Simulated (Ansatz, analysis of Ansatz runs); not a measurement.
# Moving an added hole between Mn sites in RbMnF4 (P2_1/c), part 2 of 2

Question: does an added hole stay on the Mn atom where it is started in RbMnF4 (P2_1/c), and if so, how high is the barrier for a hop to another Mn site nearby? Model: a cell of 48 host atoms.

Ansatz 0.2.0; plane-wave PAW DFT, PBEsol+U; relaxation of all atoms of a supercell at fixed charge in a uniform background; PAW set soft_1.

So far. Step 3 (The hole on the first site): The largest changes of the moments are 0.69 μB on Mn14, 0.04 μB on F26 and 0.04 μB on F30. The largest part sits on the chosen site. Step 4 (The hole on the second site): The largest changes of the moments are 0.68 μB on Mn15, 0.04 μB on F35 and 0.04 μB on F40. The largest part sits on the chosen site.

### Step 5. Points on the line between the two structures

All atoms move on the straight line between the two relaxed structures, 5.00 amu^1/2 Å long in mass-weighted terms. Each point starts from the state of the point before, once from either end, so that both localised states can be followed; the midpoint is also started with the carrier shared.

Input file A.x0500/input.yaml:

```yaml
crystal:
  lattice:
    - [-0.12217936, 7.8352551, 7.86705983]
    - [5.88726042, -2.87e-06, 7.85871589]
    - [6.00943135, 7.83525143, -0.00834327]
  atoms:
    - { symbol: Rb, position: [0.023027, 0.231122, 0.27203] }
    - { symbol: Rb, position: [0.510076, 0.744584, 0.783776] }
[... 11 atom lines left out ...]
    - { symbol: Mn, position: [0.754779, 0.25016, 0.746073], spin: -3.0 }
    - { symbol: Mn, position: [0.001619, 0.499423, 0.49859], spin: -4.0 }
[... 11 atom lines left out ...]
    - { symbol: F, position: [0.060263, 0.438187, 0.663476] }
[... 12 atom lines left out ...]
    - { symbol: F, position: [0.828218, 0.418703, 0.651709] }
    - { symbol: F, position: [0.151966, 0.299787, 0.416923] }
[... 6 atom lines left out ...]
    - { symbol: F, position: [0.947507, 0.107945, 0.605441] }
total_charge: 1
basis:
  ecutwfc: 420
  xc_grid: 2
hamiltonian:
  xc: pbesol
  hubbard:
    sites: [{ species: Mn, l: d, u_eff: 4.5 }]
    projectors: ortho-atomic
  pseudopotentials: { kind: paw, azcp: { folder: soft_1 }, xc_functional: pbe }
kpoints:
  mp_grid: { grid: [1, 1, 1] }
magnetization:
  spin_polarized: true
  initial_magnetization: 1
  spin_locking: { lock_magnetization: hard }
scf:
  occupations: { method: fermi_dirac, width: 0.01 }
  max_iter: 120
  lower_state_search: "off"
output:
  forces: true
  eigenvalues: true
  eigenstates: { localisation: true }
  write_density: true
  write_potential: true
  volumetric_format: npy
checkpoint:
  read: "../A.x0375.run"
  write: "../A.x0500.run"
  compress: false
  write_wavefunctions: true
  write_every: 100000
```

Started as:

```console
ansatz run input.yaml --threads 4 --pin off --max-ram 9420MiB --backend cpu --events-out ev --progress --plain --runs-dir out
```

Run time: 19 s. Hardware: 4 threads of AMD EPYC 7B13 (Zen 3), shared host; peak memory 1.5 GiB; 67 s of CPU time.

States next to the filling edge at the first k-point, on the run's own zero (eigenstates.tsv). The participation number counts the atoms that a state is spread over, of 48; bands count from 0.

| spin | band | energy (eV) | occupation | participation | largest share on | share |
| --- | --- | --- | --- | --- | --- | --- |
| down | 201 | 2.048 | 1.00 | 4.7 | F21 | 0.29 |
| down | 202 | 2.085 | 1.00 | 4.4 | F42 | 0.30 |
| down | 203 | 2.107 | 1.00 | 12.2 | Mn13 | 0.17 |
| down | 204 | 2.136 | 1.00 | 4.2 | F43 | 0.32 |
| down | 205 | 2.689 | 1.00 | 7.9 | Mn13 | 0.25 |
| down | 206 | 3.069 | 1.00 | 8.9 | Mn15 | 0.22 |
| down | 207 | 3.453 | 0.00 | 6.6 | Mn14 | 0.27 |
| down | 208 | 5.158 | 0.00 | 3.3 | Mn14 | 0.52 |
| down | 209 | 5.353 | 0.00 | 6.5 | Mn15 | 0.29 |
| down | 210 | 5.499 | 0.00 | 5.2 | Mn13 | 0.33 |
| down | 211 | 5.692 | 0.00 | 2.9 | Mn16 | 0.56 |
| up | 202 | 2.076 | 1.00 | 7.1 | F19 | 0.21 |
| up | 203 | 2.179 | 1.00 | 10.9 | Mn11 | 0.15 |
| up | 204 | 2.235 | 1.00 | 6.5 | F24 | 0.19 |
| up | 205 | 2.558 | 1.00 | 8.9 | Mn12 | 0.21 |
| up | 206 | 2.603 | 1.00 | 8.6 | Mn9 | 0.21 |
| up | 207 | 2.681 | 1.00 | 14.7 | Mn11 | 0.14 |
| up | 208 | 5.017 | 0.00 | 6.6 | Mn10 | 0.28 |
| up | 209 | 5.346 | 0.00 | 4.8 | Mn9 | 0.32 |
| up | 210 | 5.643 | 0.00 | 4.9 | Mn11 | 0.31 |
| up | 211 | 5.767 | 0.00 | 6.9 | Mn12 | 0.25 |
| up | 212 | 7.034 | 0.00 | 1.4 | Mn14 | 0.84 |

Under PBEsol+U (4.5 eV) at the zone centre alone, the highest filled state is spin down, spread over 9 of 48 atoms, and the lowest empty one, 0.38 eV above it, is spin down, spread over 7 of 48 atoms.

Spin density in the ac plane at fractional y = 0.375, through the centre, with atoms of F within 0.45 Å of it.

Ten even steps from '_' (-0.13 e/Å³) to '@' (0.15 e/Å³), each cell a mean:
```
====::========================================================
==++**##++======================--..::========================
================================--::**++======================
====================================@@##======================
======++****++++======================++==----================
======++**%%%%**======================--::....--==============
======++++##%%##++--==++================::____::++**==========
==========++****++--..##++================--::::++@@++--======
============++++++====**++====++========++==----==**==--======
----========================++****++==--==++================--
....::--====================++**%%##++======================--
::..::--======================++##%%##++====================--
------==========================++******++====================
======++++========================--==++++====================
======++++========================::__--======================
================================++**++**======================
====================================++++++====================
==============================================================
==============================================================
==============================================================
==============================================================
==============================================================
==============================================================
==----========================================================
```
Columns run along a (11.1 Å), rows up along c (9.9 Å). Atoms in or near the plane, at fractional coordinates: F at (0.59, 0.36), F at (0.56, 0.89), F at (0.11, 0.94), F at (0.67, 0.58), F at (0.34, 0.68), F at (0.83, 0.65).

Valence density in the ac plane at fractional y = 0.375, through the centre, with atoms of F within 0.45 Å of it. It is the smooth field of the valence electrons, not physical close to the nuclei.

Ten steps, logarithmic in the rise over the least value, from '0' (0 e/Å³) to '9' (11 e/Å³), each cell a mean:
```
3788520012110013553100012344211
2589741001110014787410000122210
1257642000000003799731000001100
0123432100000001478752100000000
1111222222210000135542111000000
2322122245531000011233223320001
3554222247874100011122234653101
2576421236997410123322235786311
1356531113687421135653213687521
1234431001244321125786311356531
2222211000011211223687520123321
2332110000000011222355421000111
2345310000000012333222210000000
1356531000000013565311000000000
0135542100000003689731000000000
0012432100011001589952000001111
1001111000122211257863100001222
2100000000123331113442100001222
2100000000123443100111000000122
1100000000012343200000111000001
0000000000001233210000122210000
0000000110000011100000234431000
2221000111000001000000234543101
3554200122100012210000124554211
```
Columns run along a (11.1 Å), rows up along c (9.9 Å). Atoms in or near the plane, at fractional coordinates: F at (0.59, 0.36), F at (0.56, 0.89), F at (0.11, 0.94), F at (0.67, 0.58), F at (0.34, 0.68), F at (0.83, 0.65).

Electrostatic potential energy in the ac plane at fractional y = 0.375, through the centre, with atoms of F within 0.45 Å of it. With pseudopotentials it is smooth inside the atoms' cores, unlike the true potential.

Ten even steps from '0' (-29 eV) to '9' (10 eV), each cell a mean:
```
9201799988899999679999998666799
9600289999899998102899999887899
9962289999999999300289999999999
9998889999999999830069999999999
9998888999999999996578899999999
9998877885689999999877788999999
9757877761027999999987676469999
9622788883002899999988775004999
9853699898411799997458888300699
8888899999987888886004899864698
7788999999999998777401799999998
8667899999999998767865899999998
8766899999999999877889999999999
9863589999999999635899999999999
9996579999999999300389999999999
9999999999999999710059999999889
9999999999888889972149999998888
8999999999876678999889999999878
8899999999986567899999999999888
8999999999987667899999999999998
9999999999998877899999887889999
9999999999999988899999876678999
9999999989999999999999874357899
9558999988899999999999986346899
```
Columns run along a (11.1 Å; values clipped at the 3rd and 97th percentile), rows up along c (9.9 Å). Atoms in or near the plane, at fractional coordinates: F at (0.59, 0.36), F at (0.56, 0.89), F at (0.11, 0.94), F at (0.67, 0.58), F at (0.34, 0.68), F at (0.83, 0.65).

Free energies from the first end:

| started from | fraction | energy (eV) | moment change on Mn14 (μB) | on Mn15 (μB) |
| --- | --- | --- | --- | --- |
| first site | 0 | 0.000 | 0.69 | 0.01 |
| first site | 0.125 | 0.036 | 0.63 | 0.03 |
| first site | 0.25 | 0.125 | 0.55 | 0.07 |
| first site | 0.375 | 0.218 | 0.42 | 0.15 |
| first site | 0.5 | 0.261 | 0.28 | 0.27 |
| first site | 0.625 | 0.233 | 0.17 | 0.41 |
| second site | 0.875 | 0.046 | 0.04 | 0.64 |
| second site | 0.75 | 0.142 | 0.08 | 0.56 |
| second site | 0.625 | 0.233 | 0.17 | 0.41 |
| second site | 0.5 | 0.261 | 0.28 | 0.27 |
| second site | 0.375 | 0.218 | 0.42 | 0.15 |
| shared | 0.5 | 0.261 | 0.28 | 0.27 |
| second site | 1 | 0.008 | 0.02 | 0.69 |

### Step 6. Results

* distance of the two sites without the carrier: 3.93 Å

What this shows: The highest point of the line lies 0.26 eV above the first end, but there the hole is shared and partly spread further, so this is no barrier of a single pair, which may be higher, and the image-charge term need not cancel. No run compares the localised hole with one spread in the band, so its binding is unknown. The magnetic order was assumed and need not be the ground state. The total moment is locked, so a carrier of the other spin direction was not tried. The program's search for lower electronic states was switched off in all runs, so that each state is followed; none is shown to be the lowest at its structure. No image-charge correction is applied; it nearly cancels along the line while the charge stays localised. What this leaves open: sampling at the zone centre alone can move energies of charged and open-shell states by tenths of an eV or more in cells of this size; gap and trapping depend on the U chosen (Mn d 4.5 eV).

[Logs are printed without paths, hosts, clocks, repeated set-up lines and the standing remarks that a program may print on its own settings, such as how far it seeks lower states.]

[Hosts, paths, dates, database ids (printed as entryN), source tags and the programs' standing remarks are cut or masked in the printed files.]
